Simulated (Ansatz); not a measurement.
# Li5AuO4 (C2/m): the host for defect calculations, part 2 of 3

Aim: the runs on the perfect crystal Li5AuO4 (C2/m) that a defect calculation needs first.

Ansatz 0.2.0; plane-wave PAW DFT, PBEsol; relaxation of the host's cell and atoms (the session's first sound run).

So far. Step 3 (Dielectric tensors of the host): The principal values of the electronic dielectric tensor are 3.02, 4.18 and 4.33. The principal values of the static dielectric tensor are 5.41, 8.74 and 10.09.

### 4. Primitive cell on a dense mesh

A dense mesh gives the host's converged energy, against which the supercell's sampling is tested.

This step: plane-wave PAW DFT, PBEsol; single point of the host's primitive cell on a dense mesh (Ansatz 0.2.0).

dense/input.yaml

```yaml
crystal:
  lattice:
    - [2.3506713111, -4.7020265854, -0.0063716293]
    - [2.3506713111, 4.7020265854, -0.0063716293]
    - [-1.0378125311, 0.0, 4.5817935441]
  atoms:
    - { symbol: Li, position: [0.2075647015, 0.7924352985, 0.5] }
    - { symbol: Li, position: [0.7174535789, 0.2825464211, 0.0] }
    - { symbol: Li, position: [0.2825464211, 0.7174535789, 0.0] }
    - { symbol: Li, position: [0.7924352985, 0.2075647015, 0.5] }
    - { symbol: Li, position: [0.0, 0.0, 0.0] }
    - { symbol: Au, position: [0.5, 0.5, 0.5] }
    - { symbol: O, position: [0.4031954114, 0.1083990683, 0.25018147] }
    - { symbol: O, position: [0.8916009317, 0.5968045886, 0.74981853] }
    - { symbol: O, position: [0.1083990683, 0.4031954114, 0.25018147] }
    - { symbol: O, position: [0.5968045886, 0.8916009317, 0.74981853] }
basis:
  ecutwfc: 420
  xc_grid: 2
hamiltonian:
  xc: pbesol
kpoints:
  mp_grid: { grid: [7, 7, 6] }
scf:
  occupations: { method: fermi_dirac, width: 0.01 }
  max_iter: 80
```

Command:

```
ansatz run input.yaml --threads 8 --pin off --max-ram 22609MiB --backend cpu --events-out ev --progress --plain --runs-dir out
```

Numbers of over 12 decimals in the logs are rounded to 6 here.

The program printed:

```text
[...]
Crystal: 10 atoms, lattice volume = 101.222 Å³
Basis set: ecut = 420 eV, 1967 PW (Γ), exchange–correlation on 72×72×64 points (8 copies of the dense FFT grid, shifted against one another)
Bands: 39, of which v1, the nominal top of the filled ones, is band 29 counted from 1 (28 counted from 0)
Symmetry: 4 space group operations
[...]
k-points: 88 of 294
[...]
SCF iter   1: F=—  HF=-16270.998535 eV  |F-HF|=—  |Δ(HF+E_count)|=         —  Δρ=1.43e-2  dr2=1.77e-1  ethr=1.77e-3  ⟨swp⟩=6.6  Hψ=14608  notcnv=0  defer=19
[...]
SCF iter   7: F=-16270.953672 eV  HF=-16270.953672 eV  |F-HF|=1.98e-8  |Δ(HF+E_count)|=   4.93e-7  Δρ=4.25e-6  dr2=2.69e-8  ethr=1.75e-10  ⟨swp⟩=2.7  Hψ=6349  notcnv=0
SCF 1 converged in 7 iterations: F = -16270.953672 eV  dr2 = 2.69e-8
[...]
SCF converged after 7 iterations
Free energy (F): -16270.953672 eV
[...]
Internal energy: -16270.953672 eV  (E = F + TS)
E sigma→0 (E₀):  -16270.953672 eV
Fermi energy:    6.557569 eV
[...]
```

Run time: 2.2 s. Hardware: 8 threads of Arm Neoverse V2, shared host; peak memory 0.65 GiB; 16 s of CPU time.

### 5. Self-consistent run

This step: plane-wave PAW DFT, PBEsol; single point of the defect-free supercell, a test of its k-points (Ansatz 0.2.0).

System of this step: Li5AuO4 (C2/m). The cell holds 80 atoms: 40 Li, 8 Au and 32 O. Its edges and angles: a = 9.403 Å, b = 9.404 Å, c = 9.396 Å, α = 90.0°, β = 102.9°, γ = 90.0°.

pristine.sampling/input.yaml

```yaml
crystal:
  lattice:
    - [9.4026852446, 0.0, -0.0254865171]
    - [0.0, 9.4040531707, 0.0]
    - [-2.0756250623, 0.0, 9.1635870882]
  atoms:
    - { symbol: Li, position: [0.0, 0.7924352985, 0.25] }
    - { symbol: Li, position: [0.25, 0.2924352985, 0.25] }
    - { symbol: Li, position: [0.0, 0.2825464211, 0.0] }
    - { symbol: Li, position: [0.25, 0.7825464211, 0.0] }
    - { symbol: Li, position: [0.0, 0.7174535789, 0.0] }
    - { symbol: Li, position: [0.25, 0.2174535789, 0.0] }
    - { symbol: Li, position: [0.0, 0.2075647015, 0.25] }
    - { symbol: Li, position: [0.25, 0.7075647015, 0.25] }
    - { symbol: Li, position: [0.0, 0.0, 0.0] }
    - { symbol: Li, position: [0.25, 0.5, 0.0] }
    - { symbol: Au, position: [0.0, 0.5, 0.25] }
    - { symbol: Au, position: [0.25, 0.0, 0.25] }
    - { symbol: O, position: [0.1278986199, 0.8526018284, 0.125090735] }
    - { symbol: O, position: [0.3778986199, 0.3526018284, 0.125090735] }
    - { symbol: O, position: [0.1221013801, 0.3526018284, 0.374909265] }
    - { symbol: O, position: [0.3721013801, 0.8526018284, 0.374909265] }
    - { symbol: O, position: [0.1278986199, 0.1473981716, 0.125090735] }
    - { symbol: O, position: [0.3778986199, 0.6473981716, 0.125090735] }
    - { symbol: O, position: [0.1221013801, 0.6473981716, 0.374909265] }
    - { symbol: O, position: [0.3721013801, 0.1473981716, 0.374909265] }
    - { symbol: Li, position: [0.0, 0.7924352985, 0.75] }
    - { symbol: Li, position: [0.25, 0.2924352985, 0.75] }
    - { symbol: Li, position: [0.0, 0.2825464211, 0.5] }
    - { symbol: Li, position: [0.25, 0.7825464211, 0.5] }
    - { symbol: Li, position: [0.0, 0.7174535789, 0.5] }
    - { symbol: Li, position: [0.25, 0.2174535789, 0.5] }
    - { symbol: Li, position: [0.0, 0.2075647015, 0.75] }
    - { symbol: Li, position: [0.25, 0.7075647015, 0.75] }
    - { symbol: Li, position: [0.0, 0.0, 0.5] }
    - { symbol: Li, position: [0.25, 0.5, 0.5] }
    - { symbol: Au, position: [0.0, 0.5, 0.75] }
    - { symbol: Au, position: [0.25, 0.0, 0.75] }
    - { symbol: O, position: [0.1278986199, 0.8526018284, 0.625090735] }
    - { symbol: O, position: [0.3778986199, 0.3526018284, 0.625090735] }
    - { symbol: O, position: [0.1221013801, 0.3526018284, 0.874909265] }
    - { symbol: O, position: [0.3721013801, 0.8526018284, 0.874909265] }
    - { symbol: O, position: [0.1278986199, 0.1473981716, 0.625090735] }
    - { symbol: O, position: [0.3778986199, 0.6473981716, 0.625090735] }
    - { symbol: O, position: [0.1221013801, 0.6473981716, 0.874909265] }
    - { symbol: O, position: [0.3721013801, 0.1473981716, 0.874909265] }
    - { symbol: Li, position: [0.5, 0.7924352985, 0.25] }
    - { symbol: Li, position: [0.75, 0.2924352985, 0.25] }
    - { symbol: Li, position: [0.5, 0.2825464211, 0.0] }
    - { symbol: Li, position: [0.75, 0.7825464211, 0.0] }
    - { symbol: Li, position: [0.5, 0.7174535789, 0.0] }
    - { symbol: Li, position: [0.75, 0.2174535789, 0.0] }
    - { symbol: Li, position: [0.5, 0.2075647015, 0.25] }
    - { symbol: Li, position: [0.75, 0.7075647015, 0.25] }
    - { symbol: Li, position: [0.5, 0.0, 0.0] }
    - { symbol: Li, position: [0.75, 0.5, 0.0] }
    - { symbol: Au, position: [0.5, 0.5, 0.25] }
    - { symbol: Au, position: [0.75, 0.0, 0.25] }
    - { symbol: O, position: [0.6278986199, 0.8526018284, 0.125090735] }
    - { symbol: O, position: [0.8778986199, 0.3526018284, 0.125090735] }
    - { symbol: O, position: [0.6221013801, 0.3526018284, 0.374909265] }
    - { symbol: O, position: [0.8721013801, 0.8526018284, 0.374909265] }
    - { symbol: O, position: [0.6278986199, 0.1473981716, 0.125090735] }
    - { symbol: O, position: [0.8778986199, 0.6473981716, 0.125090735] }
    - { symbol: O, position: [0.6221013801, 0.6473981716, 0.374909265] }
    - { symbol: O, position: [0.8721013801, 0.1473981716, 0.374909265] }
    - { symbol: Li, position: [0.5, 0.7924352985, 0.75] }
    - { symbol: Li, position: [0.75, 0.2924352985, 0.75] }
    - { symbol: Li, position: [0.5, 0.2825464211, 0.5] }
    - { symbol: Li, position: [0.75, 0.7825464211, 0.5] }
    - { symbol: Li, position: [0.5, 0.7174535789, 0.5] }
    - { symbol: Li, position: [0.75, 0.2174535789, 0.5] }
    - { symbol: Li, position: [0.5, 0.2075647015, 0.75] }
    - { symbol: Li, position: [0.75, 0.7075647015, 0.75] }
    - { symbol: Li, position: [0.5, 0.0, 0.5] }
    - { symbol: Li, position: [0.75, 0.5, 0.5] }
    - { symbol: Au, position: [0.5, 0.5, 0.75] }
    - { symbol: Au, position: [0.75, 0.0, 0.75] }
    - { symbol: O, position: [0.6278986199, 0.8526018284, 0.625090735] }
    - { symbol: O, position: [0.8778986199, 0.3526018284, 0.625090735] }
    - { symbol: O, position: [0.6221013801, 0.3526018284, 0.874909265] }
    - { symbol: O, position: [0.8721013801, 0.8526018284, 0.874909265] }
    - { symbol: O, position: [0.6278986199, 0.1473981716, 0.625090735] }
    - { symbol: O, position: [0.8778986199, 0.6473981716, 0.625090735] }
    - { symbol: O, position: [0.6221013801, 0.6473981716, 0.874909265] }
    - { symbol: O, position: [0.8721013801, 0.1473981716, 0.874909265] }
basis:
  ecutwfc: 420
  xc_grid: 2
hamiltonian:
  xc: pbesol
kpoints:
  mp_grid: { grid: [1, 1, 1], shift: [0.25, 0.25, 0.25] }
scf:
  occupations: { method: fermi_dirac, width: 0.01 }
  max_iter: 80
```

The program printed:

```text
[...]
Crystal: 80 atoms, lattice volume = 809.778 Å³
Basis set: ecut = 420 eV, 15817 PW (Γ), exchange–correlation on 128×128×128 points (8 copies of the dense FFT grid, shifted against one another)
Bands: 312, of which v1, the nominal top of the filled ones, is band 232 counted from 1 (231 counted from 0)
Symmetry: 16 space group operations
k-points: 1
[...]
SCF iter   1: F=—  HF=-130167.968960 eV  |F-HF|=—  |Δ(HF+E_count)|=         —  Δρ=1.42e-2  dr2=1.40e0  ethr=1.77e-3  ⟨swp⟩=6.0  Hψ=1216  notcnv=0  defer=22
[...]
SCF iter   7: F=-130167.614510 eV  HF=-130167.614510 eV  |F-HF|=1.20e-7  |Δ(HF+E_count)|=   3.94e-6  Δρ=8.02e-6  dr2=5.19e-7  ethr=1.75e-10  ⟨swp⟩=3.0  Hψ=568  notcnv=0
SCF 1 converged in 7 iterations: F = -130167.614510 eV  dr2 = 5.19e-7
[...]
SCF converged after 7 iterations
Free energy (F): -130167.614510 eV
[...]
Internal energy: -130167.614510 eV  (E = F + TS)
E sigma→0 (E₀):  -130167.614510 eV
Fermi energy:    6.637172 eV
[...]
```

The job ended after 2.7 s (8 threads; peak memory 1.5 GiB; 17 s of CPU time).

Numbers from this step:

| Quantity | Value |
| --- | --- |
| energy over dense mesh | 1.86e-4 eV/atom |

### 6. Defect free supercell relaxed from its symmetric sites

This cell, the one that will hold the defects, is built from the relaxed host. Its coarser k-points can move the atoms a little, so it is relaxed from the symmetric sites, as the reference for the test of stability.

This step: plane-wave PAW DFT, PBEsol; relaxation of the defect-free supercell from its symmetric sites (Ansatz 0.2.0).

pristine.symmetric/input.yaml, as its differences from pristine.sampling/input.yaml of step 5:

```diff
@@ -96 +96,12 @@
   max_iter: 80
+output:
+  forces: true
+relax:
+  f_tol: 0.01
+  max_steps: 60
+  escape_saddle: false
+checkpoint:
+  write: "../pristine.symmetric.run"
+  compress: false
+  write_wavefunctions: false
+  write_every: 100000
```

The program printed:

```text
[...]
Crystal: 80 atoms, lattice volume = 809.778 Å³
Basis set: ecut = 420 eV, 15817 PW (Γ), exchange–correlation on 128×128×128 points (8 copies of the dense FFT grid, shifted against one another)
Bands: 312, of which v1, the nominal top of the filled ones, is band 232 counted from 1 (231 counted from 0)
Symmetry: 16 space group operations
k-points: 1
[...]
SCF iter   1: F=—  HF=-130167.968960 eV  |F-HF|=—  |Δ(HF+E_count)|=         —  Δρ=1.42e-2  dr2=1.40e0  ethr=1.77e-3  ⟨swp⟩=6.0  Hψ=1216  notcnv=0  defer=22
[...]
SCF iter   7: F=-130167.614510 eV  HF=-130167.614510 eV  |F-HF|=5.88e-8  |Δ(HF+E_count)|=   3.93e-6  Δρ=7.40e-6  dr2=4.54e-7  ethr=5.39e-10  ⟨swp⟩=4.0  Hψ=805  notcnv=0
SCF 1 converged in 7 iterations: F = -130167.614510 eV  dr2 = 4.54e-7
[...]
relax step   1: F+E_penalty+E_count = -130167.61451032 eV  Δ(F+E_penalty+E_count) = +0.000e0 eV  max|allowed force component| = 6.834e-3 eV/Å  Δτ_max = 0.0000 Å  (7 SCF iters, dr2 threshold 2.50e-6 eV, accepted)
[...]
SCF iter   3: F=-130167.614511 eV  HF=-130167.614510 eV  |F-HF|=3.84e-8  |Δ(HF+E_count)|=   4.87e-8  Δρ=2.04e-6  dr2=5.55e-8  ethr=2.16e-11  ⟨swp⟩=3.0  Hψ=673  notcnv=0
SCF 2 converged in 3 iterations: F = -130167.614511 eV  dr2 = 5.55e-8
relax step   2: F+E_penalty+E_count = -130167.61451050 eV  Δ(F+E_penalty+E_count) = -1.851e-7 eV  max|allowed force component| = 6.847e-3 eV/Å  Δτ_max = 0.0000 Å  (3 SCF iters, accepted)
SCF converged after 3 iterations
Free energy (F): -130167.614511 eV
[...]
Internal energy: -130167.614511 eV  (E = F + TS)
E sigma→0 (E₀):  -130167.614511 eV
Fermi energy:    6.637137 eV
[...]
--- Forces (eV/Å), atoms counted from 1 ---
  atom   1  Li    -0.00038461    -0.00080029    -0.00013116
  atom   2  Li    -0.00038461    -0.00080029    -0.00013116
  atom   3  Li     0.00224234     0.00645798     0.00102192
  atom   4  Li     0.00224234     0.00645798     0.00102192
  atom   5  Li    -0.00224234    -0.00645798    -0.00102192
  atom   6  Li    -0.00224234    -0.00645798    -0.00102192
  atom   7  Li     0.00038461     0.00080029     0.00013116
  atom   8  Li     0.00038461     0.00080029     0.00013116
  atom   9  Li     0.00000000    -0.00000000     0.00000000
  atom  10  Li    -0.00000000     0.00000000     0.00000000
  atom  11  Au     0.00000000     0.00000000    -0.00000000
  atom  12  Au    -0.00000000     0.00000000     0.00000000
  atom  13  O     -0.00128560     0.00629633    -0.00305833
  atom  14  O     -0.00128560     0.00629633    -0.00305833
  atom  15  O     -0.00211173     0.00684673    -0.00221173
  atom  16  O     -0.00211173     0.00684673    -0.00221173
  atom  17  O      0.00211173    -0.00684673     0.00221173
  atom  18  O      0.00211173    -0.00684673     0.00221173
  atom  19  O      0.00128560    -0.00629633     0.00305833
  atom  20  O      0.00128560    -0.00629633     0.00305833
  atom  21  Li    -0.00038461    -0.00080029    -0.00013116
  atom  22  Li    -0.00038461    -0.00080029    -0.00013116
  atom  23  Li     0.00224234     0.00645798     0.00102192
  atom  24  Li     0.00224234     0.00645798     0.00102192
  atom  25  Li    -0.00224234    -0.00645798    -0.00102192
  atom  26  Li    -0.00224234    -0.00645798    -0.00102192
  atom  27  Li     0.00038461     0.00080029     0.00013116
  atom  28  Li     0.00038461     0.00080029     0.00013116
  atom  29  Li    -0.00000000     0.00000000     0.00000000
  atom  30  Li    -0.00000000     0.00000000    -0.00000000
  atom  31  Au     0.00000000    -0.00000000     0.00000000
  atom  32  Au     0.00000000     0.00000000     0.00000000
  atom  33  O     -0.00128560     0.00629633    -0.00305833
  atom  34  O     -0.00128560     0.00629633    -0.00305833
  atom  35  O     -0.00211173     0.00684673    -0.00221173
  atom  36  O     -0.00211173     0.00684673    -0.00221173
  atom  37  O      0.00211173    -0.00684673     0.00221173
  atom  38  O      0.00211173    -0.00684673     0.00221173
  atom  39  O      0.00128560    -0.00629633     0.00305833
  atom  40  O      0.00128560    -0.00629633     0.00305833
[...]
atom  69  Li     0.00000000     0.00000000     0.00000000
  atom  70  Li    -0.00000000    -0.00000000    -0.00000000
  atom  71  Au     0.00000000    -0.00000000     0.00000000
  atom  72  Au     0.00000000     0.00000000     0.00000000
  atom  73  O     -0.00128560     0.00629633    -0.00305833
  atom  74  O     -0.00128560     0.00629633    -0.00305833
  atom  75  O     -0.00211173     0.00684673    -0.00221173
  atom  76  O     -0.00211173     0.00684673    -0.00221173
  atom  77  O      0.00211173    -0.00684673     0.00221173
  atom  78  O      0.00211173    -0.00684673     0.00221173
  atom  79  O      0.00128560    -0.00629633     0.00305833
  atom  80  O      0.00128560    -0.00629633     0.00305833
  max |Σ_I F_I| component: 1.82e-17 eV/Å
--- Relaxed structure (2 steps of the walk, 2 accepted, 0 SCFs on fresh bases) ---
  F+E_penalty+E_count = -130167.61451050 eV   max|allowed force component| = 6.847e-3 eV/Å
  atoms:
    - { symbol: Li, position: [-6.938893903907228e-18, 0.792435, 0.25] }
    - { symbol: Li, position: [0.25, 0.2924352985, 0.25] }
    - { symbol: Li, position: [0.0, 0.2825464211, 0.0] }
    - { symbol: Li, position: [0.25, 0.7825464211, 0.0] }
    - { symbol: Li, position: [0.0, 0.717454, 0.0] }
    - { symbol: Li, position: [0.25, 0.217454, 0.0] }
    - { symbol: Li, position: [-6.938893903907228e-18, 0.2075647015, 0.25] }
    - { symbol: Li, position: [0.25, 0.7075647015, 0.25] }
    - { symbol: Li, position: [0.0, 0.0, 0.0] }
    - { symbol: Li, position: [0.25, 0.500000, 0.0] }
    - { symbol: Au, position: [-6.938893903907228e-18, 0.500000, 0.25] }
    - { symbol: Au, position: [0.25, 0.0, 0.25] }
    - { symbol: O, position: [0.1278986199, 0.852602, 0.125091] }
    - { symbol: O, position: [0.3778986199, 0.3526018284, 0.125091] }
    - { symbol: O, position: [0.122101, 0.3526018284, 0.374909] }
    - { symbol: O, position: [0.372101, 0.852602, 0.374909265] }
    - { symbol: O, position: [0.1278986199, 0.147398, 0.125091] }
    - { symbol: O, position: [0.3778986199, 0.6473981716, 0.125091] }
    - { symbol: O, position: [0.122101, 0.6473981716, 0.374909] }
    - { symbol: O, position: [0.372101, 0.147398, 0.374909265] }
    - { symbol: Li, position: [-2.7755575615628914e-17, 0.792435, 0.75] }
    - { symbol: Li, position: [0.25, 0.2924352985, 0.75] }
    - { symbol: Li, position: [-1.3877787807814457e-17, 0.2825464211, 0.5] }
    - { symbol: Li, position: [0.25, 0.7825464211, 0.5] }
    - { symbol: Li, position: [-1.3877787807814457e-17, 0.717454, 0.5] }
    - { symbol: Li, position: [0.25, 0.217454, 0.5] }
    - { symbol: Li, position: [-2.7755575615628914e-17, 0.2075647015, 0.75] }
    - { symbol: Li, position: [0.25, 0.7075647015, 0.75] }
    - { symbol: Li, position: [-1.3877787807814457e-17, 0.0, 0.5] }
    - { symbol: Li, position: [0.25, 0.500000, 0.5] }
    - { symbol: Au, position: [-2.7755575615628914e-17, 0.500000, 0.75] }
    - { symbol: Au, position: [0.25, 0.0, 0.75] }
    - { symbol: O, position: [0.1278986199, 0.852602, 0.625090735] }
    - { symbol: O, position: [0.3778986199, 0.3526018284, 0.625091] }
    - { symbol: O, position: [0.122101, 0.3526018284, 0.874909] }
    - { symbol: O, position: [0.372101, 0.852602, 0.874909] }
    - { symbol: O, position: [0.1278986199, 0.147398, 0.625090735] }
    - { symbol: O, position: [0.3778986199, 0.6473981716, 0.625091] }
    - { symbol: O, position: [0.122101, 0.6473981716, 0.874909] }
    - { symbol: O, position: [0.372101, 0.147398, 0.874909] }
    - { symbol: Li, position: [0.5, 0.792435, 0.25] }
    - { symbol: Li, position: [0.75, 0.2924352985, 0.25] }
    - { symbol: Li, position: [0.5, 0.2825464211, 0.0] }
    - { symbol: Li, position: [0.750000, 0.7825464211, 0.0] }
    - { symbol: Li, position: [0.5, 0.717454, 0.0] }
    - { symbol: Li, position: [0.750000, 0.217454, 0.0] }
    - { symbol: Li, position: [0.5, 0.2075647015, 0.25] }
    - { symbol: Li, position: [0.75, 0.7075647015, 0.25] }
    - { symbol: Li, position: [0.5, 0.0, 0.0] }
    - { symbol: Li, position: [0.750000, 0.500000, 0.0] }
    - { symbol: Au, position: [0.5, 0.500000, 0.25] }
    - { symbol: Au, position: [0.75, 0.0, 0.25] }
    - { symbol: O, position: [0.6278986199, 0.852602, 0.125091] }
    - { symbol: O, position: [0.877899, 0.3526018284, 0.125090735] }
    - { symbol: O, position: [0.6221013801, 0.3526018284, 0.374909265] }
    - { symbol: O, position: [0.8721013801, 0.852602, 0.374909265] }
    - { symbol: O, position: [0.6278986199, 0.147398, 0.125091] }
    - { symbol: O, position: [0.877899, 0.6473981716, 0.125090735] }
    - { symbol: O, position: [0.6221013801, 0.6473981716, 0.374909265] }
    - { symbol: O, position: [0.8721013801, 0.147398, 0.374909265] }
    - { symbol: Li, position: [0.5, 0.792435, 0.75] }
    - { symbol: Li, position: [0.750000, 0.2924352985, 0.75] }
    - { symbol: Li, position: [0.5, 0.2825464211, 0.5] }
    - { symbol: Li, position: [0.75, 0.7825464211, 0.500000] }
    - { symbol: Li, position: [0.5, 0.717454, 0.5] }
    - { symbol: Li, position: [0.75, 0.217454, 0.500000] }
    - { symbol: Li, position: [0.5, 0.2075647015, 0.75] }
    - { symbol: Li, position: [0.750000, 0.7075647015, 0.75] }
    - { symbol: Li, position: [0.5, 0.0, 0.5] }
    - { symbol: Li, position: [0.75, 0.500000, 0.500000] }
    - { symbol: Au, position: [0.5, 0.500000, 0.75] }
    - { symbol: Au, position: [0.750000, 0.0, 0.75] }
    - { symbol: O, position: [0.6278986199, 0.852602, 0.625091] }
    - { symbol: O, position: [0.8778986199, 0.3526018284, 0.625090735] }
    - { symbol: O, position: [0.6221013801, 0.3526018284, 0.874909] }
    - { symbol: O, position: [0.872101, 0.852602, 0.874909265] }
    - { symbol: O, position: [0.6278986199, 0.147398, 0.625091] }
    - { symbol: O, position: [0.8778986199, 0.6473981716, 0.625090735] }
    - { symbol: O, position: [0.6221013801, 0.6473981716, 0.874909] }
    - { symbol: O, position: [0.872101, 0.147398, 0.874909265] }
```

Elapsed: 4.9 s, on 8 threads; peak memory 1.6 GiB; 32 s of CPU time.

No atom moved by 0.005 Å in the relaxation.

(Continued in part 3 of 3.)

[Logs are printed without paths, hosts, clocks, repeated set-up lines and the standing remarks that a program may print on its own settings, such as how far it seeks lower states.]

[Hosts, paths, dates, database ids (printed as entryN), source tags and the programs' standing remarks are cut or masked in the printed files.]

[Runs of the host that timed out are not shown.]

[For some hosts the program warned that the k-mesh of the response run may be too coarse for force constants and the static dielectric constant; such warnings are not always shown.]
